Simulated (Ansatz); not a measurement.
**Zr2BAs, from a guessed structure to a relaxed one**

This structure for Zr2BAs is made up. Its elements were placed in a known structure type with a cell scaled to their sizes. What cell does the guess relax to, and how far off was it?

Calculated with Ansatz 0.2.0; DFT, PBEsol, plane-wave PAW, files of the set soft_1, scalar-relativistic, no spin, cell and ions relaxed at zero pressure; PAW set soft_1.

## (1) Starting point

Symmetry: R-3m, No. 166, trigonal system. The conventional cell has a = 3.442 Å, b = 3.442 Å, c = 16.860 Å, α = 90.00°, β = 90.00°, γ = 120.00°. Nearest to Zr lie 3 B at 2.43 Å and 3 As at 2.43 Å. As has 6 Zr at 2.43 Å nearest. B has 6 Zr at 2.43 Å nearest. Farther neighbours are not listed.

## (2) Relaxing cell and atoms

The guessed cell has no reason to be at equilibrium. It is relaxed with the atoms, within the space group of the guess.

Input file input.yaml:

```yaml
crystal:
  lattice:
    - [1.721, 0.993619813, 5.62]
    - [-1.721, 0.993619813, 5.62]
    - [0.0, -1.987239627, 5.62]
  atoms:
    - { symbol: Zr, position: [0.250099998, 0.250099998, 0.250099998] }
    - { symbol: Zr, position: [0.749900002, 0.749900002, 0.749900002] }
    - { symbol: As, position: [0.5, 0.5, 0.5] }
    - { symbol: B, position: [0.0, 0.0, 0.0] }
kpoints:
  mp_grid: { grid: [9, 9, 9] }
scf:
  occupations: { method: fermi_dirac, width: 0.05 }
hamiltonian:
  xc: pbesol
  pseudopotentials: { kind: paw, azcp: { folder: soft_1 }, xc_functional: pbe }
relax:
  f_tol: 0.015
  max_steps: 70
  cell: {}
output:
  forces: true
  stress: true
```

On the command line:

```sh
> ansatz run input.yaml --threads 4 --pin off --max-ram 8192MiB --backend cpu --events-out ev --progress --plain --runs-dir out
```

Numbers of over 12 decimals in the logs are rounded to 6 here.

Output:

```text
basis.fft_grid_basis auto: the FFT boxes are laid along the combinations [[1, 0, -1], [0, 1, -1], [0, 0, 1]] of the cell's own vectors, 3.442, 3.442 and 5.961 Å long. The dense box has 24×24×40 points. Along the cell's own vectors, as sized, it would have 40×40×40, 2.78 times as many. Of the 12 symmetry operations that the crystal satisfies within crystal.symmetry.tolerance (time reversal apart; of a slab, those that [...]
Engine: ansatz 0.2.0, aarch64-unknown-linux-gnu
Pseudopotentials: kind: paw
Pseudopotential: Zr, paw, valence charge 12, recommended cutoff 420 eV (normal), soft_1/Zr.paw.azcp
Pseudopotential: As, paw, valence charge 15, recommended cutoff 420 eV (normal), soft_1/As.paw.azcp
Pseudopotential: B, paw, valence charge 3, recommended cutoff 420 eV (normal), soft_1/B.paw.azcp
Functional definition: PBEsol
  exchange = pbesol_x
  correlation = pbesol_c
Crystal: 4 atoms, lattice volume = 57.662 Å³
Basis set: ecut = 420 eV, 1105 PW (Γ), FFT grids on a1−a3, a2−a3, a3, exchange–correlation on 48×48×80 points (8 copies of the dense FFT grid, shifted against one another)
Bands: 26, of which v1, the nominal top of the filled ones, is band 21 counted from 1 (20 counted from 0)
Symmetry: 12 space group operations
Space group: R-3m (ITA 166), of the structure as read, at distance tolerance 3.9e-5 Å
k-points: 85 of 729
Non-local potential: Zr, projectors of the file, l = 0: 3, l = 1: 2, l = 2: 2, l = 3: 1
Non-local potential: As, projectors of the file, l = 0: 2, l = 1: 2, l = 2: 3, l = 3: 1
Non-local potential: B, projectors of the file, l = 0: 2, l = 1: 2, l = 2: 1
PAW form: soft (Blöchl's): semilocal exchange-correlation on the pseudo side does not see the compensation charge
PAW frozen core: Zr, regenerated for the run's functional, and the local potential with it (the file was generated under x = pbe(κ = 0.804, μ = 0.219515), c = pbe(β = 0.066725))
PAW frozen core: As, regenerated for the run's functional, and the local potential with it (the file was generated under x = pbe(κ = 0.804, μ = 0.219515), c = pbe(β = 0.066725))
PAW frozen core: B, regenerated for the run's functional, and the local potential with it (the file was generated under x = pbe(κ = 0.804, μ = 0.219515), c = pbe(β = 0.066725))
PAW one-centre angular grid: Zr, 590 points (default); XC on 64 Gauss nodes
PAW one-centre angular grid: As, 590 points (default); XC on 64 Gauss nodes
PAW one-centre angular grid: B, 110 points (default); XC on 64 Gauss nodes
Initial density: superposition of atomic densities (chi_scale 0.1, normalization cell, long waves kept (reshape's long-wave potential 0.02 eV rms))
Initial wavefunctions: pseudopotential atomic-orbital guess
Functional: x = pbesol(κ = 0.804, μ = 0.123457), c = pbesol(β = 0.046)
SCF iter   1: F=—  HF=-13226.750130 eV  |F-HF|=—  |Δ(HF+E_count)|=         —  Δρ=7.07e-2  dr2=8.69e0  ethr=3.10e-3  ⟨swp⟩=5.8  Hψ=9576  notcnv=0
preconditioner: auto → Kerker (q_TF=auto, 2.588 Å⁻¹)  [metal: Δε(μ)=0.068 eV  Ē_g=7.230 eV  σ=0.050 eV  W_gap=0.31  n_scr=22 (ndim 8)  ℏωp=19.6 eV  f_vac=0.000  D(μ)=0.75/eV (n_scr^D=2)]
SCF iter   2: F=—  HF=-13225.452864 eV  |F-HF|=—  |Δ(HF+E_count)|=    1.30e0  Δρ=3.49e-2  dr2=2.20e0  ethr=3.10e-3  ⟨swp⟩=2.7  Hψ=3809  notcnv=0  defer=20
SCF iter   3: F=—  HF=-13225.005274 eV  |F-HF|=—  |Δ(HF+E_count)|=   4.48e-1  Δρ=9.04e-3  dr2=1.24e-1  ethr=3.10e-3  ⟨swp⟩=3.2  Hψ=4182  notcnv=0  defer=20
SCF iter   4: F=—  HF=-13224.980482 eV  |F-HF|=—  |Δ(HF+E_count)|=   2.48e-2  Δρ=3.04e-3  dr2=1.22e-2  ethr=2.95e-4  ⟨swp⟩=3.1  Hψ=4885  notcnv=0  defer=15
SCF iter   5: F=—  HF=-13224.976580 eV  |F-HF|=—  |Δ(HF+E_count)|=   3.90e-3  Δρ=1.36e-3  dr2=2.19e-3  ethr=2.90e-5  ⟨swp⟩=2.0  Hψ=4209  notcnv=0  defer=15
SCF iter   6: F=—  HF=-13224.975781 eV  |F-HF|=—  |Δ(HF+E_count)|=   7.99e-4  Δρ=2.90e-4  dr2=9.19e-5  ethr=5.22e-6  ⟨swp⟩=2.7  Hψ=3586  notcnv=0  defer=15
SCF iter   7: F=—  HF=-13224.975757 eV  |F-HF|=—  |Δ(HF+E_count)|=   2.35e-5  Δρ=5.64e-5  dr2=2.31e-6  ethr=2.19e-7  ⟨swp⟩=2.0  Hψ=3826  notcnv=0  defer=15
SCF iter   8: F=-13224.975756 eV  HF=-13224.975756 eV  |F-HF|=3.85e-8  |Δ(HF+E_count)|=   1.41e-6  Δρ=1.22e-5  dr2=7.82e-8  ethr=2.38e-10  ⟨swp⟩=3.0  Hψ=10100  notcnv=0
SCF 1 converged in 8 iterations: F = -13224.975756 eV  dr2 = 7.82e-8
  greatest PAW one-centre occupation: 0.999 electrons in one spin orbital (limit 2), on the As atom at site 2 (counted from 0), in its partial waves of l = 2
relax step   1: F+E_penalty+E_count = -13224.97575592 eV  Δ(F+E_penalty+E_count) = +0.000e0 eV  max|allowed force component| = 5.081e0 eV/Å  Δτ_max = 0.0000 Å  P = +35.337 GPa  Ω = 57.662 Å³  (8 SCF iters, dr2 threshold 1.00e-7 eV, accepted)
Crystal: 4 atoms, lattice volume = 64.040 Å³
Basis set: ecut = 420 eV, 1225 PW (Γ), FFT grids on a1−a3, a2−a3, a3, exchange–correlation on 48×48×80 points (8 copies of the dense FFT grid, shifted against one another)
Initial density: handed on by an earlier stage of this run
Initial wavefunctions: those handed on with the density
SCF iter   1: F=—  HF=-13226.844338 eV  |F-HF|=—  |Δ(HF+E_count)|=         —  Δρ=2.69e-2  dr2=1.71e0  ethr=3.10e-3  ⟨swp⟩=7.7  Hψ=12175  notcnv=0
preconditioner: auto → Kerker (q_TF=auto, 2.543 Å⁻¹)  [metal: Δε(μ)=0.024 eV  Ē_g=6.590 eV  σ=0.050 eV  W_gap=0.12  n_scr=22 (ndim 8)  ℏωp=18.6 eV  f_vac=0.000  D(μ)=1.21/eV (n_scr^D=2)]
SCF iter   2: F=—  HF=-13226.619184 eV  |F-HF|=—  |Δ(HF+E_count)|=   2.25e-1  Δρ=1.38e-2  dr2=5.49e-1  ethr=3.10e-3  ⟨swp⟩=1.8  Hψ=3066  notcnv=0  defer=3
SCF iter   3: F=—  HF=-13226.521319 eV  |F-HF|=—  |Δ(HF+E_count)|=   9.79e-2  Δρ=3.78e-3  dr2=4.53e-2  ethr=1.31e-3  ⟨swp⟩=2.3  Hψ=4264  notcnv=0  defer=9
SCF iter   4: F=—  HF=-13226.505834 eV  |F-HF|=—  |Δ(HF+E_count)|=   1.55e-2  Δρ=2.29e-3  dr2=9.13e-3  ethr=1.08e-4  ⟨swp⟩=2.2  Hψ=4925  notcnv=0  defer=9
SCF iter   5: F=—  HF=-13226.503159 eV  |F-HF|=—  |Δ(HF+E_count)|=   2.68e-3  Δρ=7.46e-4  dr2=5.72e-4  ethr=2.17e-5  ⟨swp⟩=2.0  Hψ=3003  notcnv=0  defer=9
SCF iter   6: F=—  HF=-13226.502993 eV  |F-HF|=—  |Δ(HF+E_count)|=   1.66e-4  Δρ=1.74e-4  dr2=1.85e-5  ethr=1.36e-6  ⟨swp⟩=2.1  Hψ=3854  notcnv=0  defer=9
SCF iter   7: F=—  HF=-13226.502977 eV  |F-HF|=—  |Δ(HF+E_count)|=   1.59e-5  Δρ=3.73e-5  dr2=9.57e-7  ethr=4.40e-8  ⟨swp⟩=2.0  Hψ=3946  notcnv=0  defer=9
SCF iter   8: F=-13226.502976 eV  HF=-13226.502977 eV  |F-HF|=3.30e-8  |Δ(HF+E_count)|=   1.34e-7  Δρ=8.27e-6  dr2=4.86e-8  ethr=9.52e-10  ⟨swp⟩=4.9  Hψ=8489  notcnv=0
SCF 2 converged in 8 iterations: F = -13226.502976 eV  dr2 = 4.86e-8
relax step   2: F+E_penalty+E_count = -13226.50297647 eV  Δ(F+E_penalty+E_count) = -1.527e0 eV  max|allowed force component| = 8.631e-1 eV/Å  Δτ_max = 0.1950 Å  P = +8.763 GPa  Ω = 64.040 Å³  energy of the carried Pulay correction = -1.524e-3 eV  (8 SCF iters, dr2 threshold 4.00e-7 eV, accepted)
Crystal: 4 atoms, lattice volume = 67.409 Å³
Basis set: ecut = 420 eV, 1299 PW (Γ), FFT grids on a1−a3, a2−a3, a3, exchange–correlation on 48×48×80 points (8 copies of the dense FFT grid, shifted against one another)
iter 1 solved again at ethr=9.09e-4 eV; its pass at ethr=3.10e-3 eV (dr2=3.82e-1 eV) is discarded
SCF iter   1: F=—  HF=-13226.733985 eV  |F-HF|=—  |Δ(HF+E_count)|=         —  Δρ=1.17e-2  dr2=3.84e-1  ethr=9.09e-4  ⟨swp⟩=1.1  Hψ=14319  notcnv=0
preconditioner: auto → Kerker (q_TF=auto, 2.521 Å⁻¹)  [metal: Δε(μ)=0.036 eV  Ē_g=6.404 eV  σ=0.050 eV  W_gap=0.17  n_scr=22 (ndim 8)  ℏωp=18.1 eV  f_vac=0.000  D(μ)=1.27/eV (n_scr^D=2)]
SCF iter   2: F=—  HF=-13226.683128 eV  |F-HF|=—  |Δ(HF+E_count)|=   5.09e-2  Δρ=5.66e-3  dr2=1.13e-1  ethr=9.09e-4  ⟨swp⟩=2.0  Hψ=2636  notcnv=0
SCF iter   3: F=—  HF=-13226.663430 eV  |F-HF|=—  |Δ(HF+E_count)|=   1.97e-2  Δρ=1.54e-3  dr2=5.92e-3  ethr=2.68e-4  ⟨swp⟩=3.0  Hψ=3525  notcnv=0  defer=2
SCF iter   4: F=—  HF=-13226.662047 eV  |F-HF|=—  |Δ(HF+E_count)|=   1.38e-3  Δρ=8.53e-4  dr2=1.30e-3  ethr=1.41e-5  ⟨swp⟩=2.0  Hψ=4867  notcnv=0  defer=9
SCF iter   5: F=—  HF=-13226.661209 eV  |F-HF|=—  |Δ(HF+E_count)|=   8.37e-4  Δρ=3.84e-4  dr2=2.21e-4  ethr=3.10e-6  ⟨swp⟩=2.0  Hψ=3786  notcnv=0  defer=9
SCF iter   6: F=—  HF=-13226.661153 eV  |F-HF|=—  |Δ(HF+E_count)|=   5.66e-5  Δρ=9.65e-5  dr2=8.96e-6  ethr=5.27e-7  ⟨swp⟩=2.0  Hψ=3825  notcnv=0  defer=9
SCF iter   7: F=-13226.661150 eV  HF=-13226.661150 eV  |F-HF|=1.18e-7  |Δ(HF+E_count)|=   2.66e-6  Δρ=1.99e-5  dr2=2.97e-7  ethr=9.52e-10  ⟨swp⟩=4.8  Hψ=11972  notcnv=0
SCF 3 converged in 7 iterations: F = -13226.661150 eV  dr2 = 2.97e-7
relax step   3: F+E_penalty+E_count = -13226.66114996 eV  Δ(F+E_penalty+E_count) = -1.582e-1 eV  max|allowed force component| = 3.348e-1 eV/Å  Δτ_max = 0.0339 Å  P = -0.189 GPa  Ω = 67.409 Å³  energy of the carried Pulay correction = -2.267e-3 eV  (7 SCF iters, dr2 threshold 4.00e-7 eV, accepted)
[...]
relax step   4: F+E_penalty+E_count = -13226.67100014 eV  Δ(F+E_penalty+E_count) = -9.850e-3 eV  max|allowed force component| = 1.103e-1 eV/Å  Δτ_max = 0.0144 Å  P = +0.014 GPa  Ω = 67.321 Å³  energy of the carried Pulay correction = -2.248e-3 eV  (7 SCF iters, dr2 threshold 4.00e-7 eV, accepted)
[...]
relax step   5: F+E_penalty+E_count = -13226.67199555 eV  Δ(F+E_penalty+E_count) = -9.954e-4 eV  max|allowed force component| = 4.035e-3 eV/Å  Δτ_max = 0.0066 Å  P = +0.041 GPa  Ω = 67.316 Å³  energy of the carried Pulay correction = -2.247e-3 eV  (6 SCF iters, dr2 threshold 4.00e-7 eV, accepted)
[...]
relax step   6: F+E_penalty+E_count = -13226.67641008 eV  Δ(F+E_penalty+E_count) = -4.415e-3 eV  max|allowed force component| = 3.721e-3 eV/Å  Δτ_max = 0.0000 Å  P = +0.121 GPa  Ω = 67.316 Å³  stress off target by 1.60e-1 GPa  SCF on the basis re-selected at this cell (its energy is not comparable with the rows above)  (7 SCF iters)
[...]
relax step   7: F+E_penalty+E_count = -13226.67642859 eV  Δ(F+E_penalty+E_count) = -1.851e-5 eV  max|allowed force component| = 6.983e-4 eV/Å  Δτ_max = 0.0004 Å  P = +0.020 GPa  Ω = 67.361 Å³  energy of the carried Pulay correction = -7.909e-6 eV  (3 SCF iters, dr2 threshold 6.43e-8 eV, accepted)
iter 1 solved again at ethr=6.83e-8 eV; its pass at ethr=3.10e-3 eV (dr2=2.87e-5 eV) is discarded
SCF iter   1: F=—  HF=-13226.676441 eV  |F-HF|=—  |Δ(HF+E_count)|=         —  Δρ=5.81e-6  dr2=3.35e-8  ethr=6.83e-8  ⟨swp⟩=3.0  Hψ=15363  notcnv=0
SCF iter   2: F=—  HF=-13226.676437 eV  |F-HF|=—  |Δ(HF+E_count)|=   3.55e-6  Δρ=3.57e-6  dr2=1.25e-8  ethr=7.99e-11  ⟨swp⟩=2.1  Hψ=3174  notcnv=0
SCF iter   3: F=—  HF=-13226.676437 eV  |F-HF|=—  |Δ(HF+E_count)|=  8.39e-10  Δρ=9.23e-7  dr2=1.31e-9  ethr=2.98e-11  ⟨swp⟩=2.4  Hψ=3619  notcnv=0
SCF iter   4: F=—  HF=-13226.676437 eV  |F-HF|=—  |Δ(HF+E_count)|=  3.40e-10  Δρ=3.96e-7  dr2=1.73e-10  ethr=3.12e-12  ⟨swp⟩=2.0  Hψ=3785  notcnv=0
SCF iter   5: F=-13226.676437 eV  HF=-13226.676437 eV  |F-HF|=1.46e-11  |Δ(HF+E_count)|=  4.91e-11  Δρ=1.44e-7  dr2=2.33e-11  ethr=1.00e-12  ⟨swp⟩=4.1  Hψ=7933  notcnv=0
SCF 8 converged in 5 iterations: F = -13226.676437 eV  dr2 = 2.33e-11
relax step   8: F+E_penalty+E_count = -13226.67643700 eV  Δ(F+E_penalty+E_count) = -8.408e-6 eV  max|allowed force component| = 9.086e-4 eV/Å  Δτ_max = 0.0000 Å  P = +0.019 GPa  Ω = 67.361 Å³  stress off target by 2.14e-2 GPa  SCF on the basis re-selected at this cell (its energy is not comparable with the rows above)  (5 SCF iters)
basis re-selected at this cell: Δ(F+E_penalty+E_count) = -8.408e-6 eV, ΔP = -0.000 GPa vs the last step (what re-selecting the basis moved, of the pressure what is left beyond the Pulay correction that the steps carried, after the strain that the cell walked since its last selection, with what the two solves' SCF thresholds leave and, on support functions, any second-order correction that the steps lacked; it is no m [...]
SCF converged after 5 iterations
Free energy (F): -13226.676437 eV
Harris-Foulkes:  -13226.676437 eV  (|F-HF|=1.46e-11)
Internal energy: -13226.667086 eV  (E = F + TS)
E sigma→0 (E₀):  -13226.671761 eV
Entropy (-TS):   -0.009351 eV (-2.338 meV/atom)
Fermi energy:    13.553898 eV
--- Per-component energies (eV) ---
  E_band       = -352.782691
  E_kinetic    = 780.084994
  E_local      = -3157.604983  (includes V_loc(G=0)·N_el)
  E_nonlocal   = -231.789539
  E_hartree    = 1521.467610
  E_xc         = -412.313251
  E_vxc        = -480.198794  (∫ρ·V_xc dr)
  E_paw        = -7865.574813  (= ΣΔE_a)
  E_vpaw       = -306.209568  (= ΣTr[D̂ρ^β])
  E_aug_tail   = -0.000055  (compensation charges beyond the density's cutoff)
  E_ewald      = -3862.249632
  E_core_change = 1.312583  (= ΣΔE_core)
  E_smearing   = -0.009351  (= −TS)
  E_closure    = 0.000000  (closes the sum)
  Σ components = -13226.676437   (vs F -13226.676437, Δ=0.00e0)
--- Forces (eV/Å), atoms counted from 1 ---
  atom   1  Zr     0.00000000    -0.00000000     0.00090859
  atom   2  Zr    -0.00000000     0.00000000    -0.00090859
  atom   3  As    -0.00000000     0.00000000     0.00000000
  atom   4  B      0.00000000    -0.00000000    -0.00000000
  max |Σ_I F_I| component: 1.89e-29 eV/Å
--- Stress (GPa, compression-positive) ---
        0.021382       0.000000       0.000000
        0.000000       0.021382       0.000000
        0.000000       0.000000       0.015667
  P = ⅓ Tr σ = 0.0195 GPa (0.195 kbar)
--- Relaxed structure (6 steps of the walk, 6 accepted, 2 SCFs on fresh bases) ---
  F+E_penalty+E_count = -13226.67643700 eV   max|allowed force component| = 9.086e-4 eV/Å   (the final SCF, on the basis selected at the relaxed cell)
  cell:  # Å, volume = 67.3611 Å³
    - [1.779158, 1.027197, 6.143132]
    - [-1.779158, 1.027197, 6.143132]
    - [0, -2.054394, 6.143132]
  atoms:
    - { symbol: Zr, position: [0.260919, 0.260919, 0.260919] }
    - { symbol: Zr, position: [0.739081, 0.739081, 0.739081] }
    - { symbol: As, position: [0.500000, 0.500000, 0.500000] }
    - { symbol: B, position: [-9.268128003203576e-19, -9.268128003203566e-19, -9.268127998837217e-19] }
```

Run time: 19 s. Hardware: 4 threads of Arm Neoverse V1, shared host; peak memory 0.54 GiB.

Relaxation path:

| step | energy less that of the first step (eV) | largest force component (eV/Å) | pressure (GPa) | volume (Å³) |
| --- | --- | --- | --- | --- |
| 1 | 0.0000 | 5.0808 | 35.34 | 57.66 |
| 2 | -1.5272 | 0.8631 | 8.76 | 64.04 |
| 3 | -1.6854 | 0.3348 | -0.19 | 67.41 |
| 4 | -1.6952 | 0.1103 | 0.01 | 67.32 |
| 5 | -1.6962 | 0.0040 | 0.04 | 67.32 |
| 6* | -1.7007 | 0.0037 | 0.12 | 67.32 |
| 7 | -1.7007 | 0.0007 | 0.02 | 67.36 |
| 8* | -1.7007 | 0.0009 | 0.02 | 67.36 |

Relaxation steps marked * repeat the geometry before them on a plane-wave basis chosen anew for their cell, so energy and pressure can jump there.

The run keeps the 12 symmetry operations that it works with, so distortions that break them were not tested.

| conventional cell, symmetrised | before | after | change |
| --- | --- | --- | --- |
| a (Å) | 3.442 | 3.558 | +3.4 % |
| b (Å) | 3.442 | 3.558 | +3.4 % |
| c (Å) | 16.860 | 18.429 | +9.3 % |
| volume (Å³/atom) | 14.42 | 16.84 | +16.8 % |

The atoms that moved most (Å, as changes of fractional coordinates times the final cell):

| atom | dx | dy | dz | length |
| --- | --- | --- | --- | --- |
| Zr2 | 0.000 | 0.000 | -0.199 | 0.199 |
| Zr1 | 0.000 | 0.000 | 0.199 | 0.199 |

The relaxed structure:

```cif
data_structure
_symmetry_space_group_name_H-M 'P 1'
_symmetry_Int_Tables_number 1
_cell_length_a 6.4775
_cell_length_b 6.4775
_cell_length_c 6.4775
_cell_angle_alpha 31.884
_cell_angle_beta 31.884
_cell_angle_gamma 31.884
_cell_volume 67.36
loop_
_atom_site_label
_atom_site_type_symbol
_atom_site_fract_x
_atom_site_fract_y
_atom_site_fract_z
_atom_site_occupancy
Zr1 Zr 0.26092 0.26092 0.26092 1
Zr2 Zr 0.73908 0.73908 0.73908 1
As3 As 0.50000 0.50000 0.50000 1
B4 B 0.00000 0.00000 0.00000 1
```

This step gave:

```yaml
free_energy: -13226.6764 eV
energy_at_zero_smearing: -13226.6718 eV
smearing_term_ts: 0.009351 eV
fermi_energy: 13.55 eV
electrons: 42
symmetry_operations: 12
pressure: 0.01948 GPa
```

Shortest distances by pair of elements, guess and relaxed (not always the same contact):

| pair | guess (Å) | relaxed (Å) |
| --- | --- | --- |
| B–Zr | 2.433 | 2.450 |
| As–Zr | 2.435 | 2.690 |
| Zr–Zr | 3.439 | 3.368 |
| As–As | 3.442 | 3.558 |
| B–B | 3.442 | 3.558 |

The relaxation ends with a largest force component of 9.1e-4 eV/Å and a pressure of 0.02 GPa.

## (3) Outcome

- space group, relaxed: R-3m
- conventional cell: a = 3.558, b = 3.558, c = 18.429 Å; α = 90.0°, β = 90.0°, γ = 120.0°
- volume per atom: 16.84 Å³ (guess 14.42)

**Reading.** Zr2BAs relaxes to R-3m with a = 3.558, b = 3.558 and c = 18.429 Å. The guessed volume was 14 % too small. The space group R-3m was held in the relaxation, so the end point is a stationary structure within it and may be a saddle against distortions or other arrangements. Mesh and cutoff weren't tested. A vector of the cell changed its length by 9 %, more than the volume shows. No dispersion term is used, so weakly bound directions may come out too long. Nothing here tests whether the compound is stable against decomposition.

[Logs are printed without paths, hosts, clocks, repeated set-up lines and the standing remarks that a program may print on its own settings, such as how far it seeks lower states.]

[Hosts, paths, dates, database ids (printed as entryN), source tags and the programs' standing remarks are cut or masked in the printed files.]
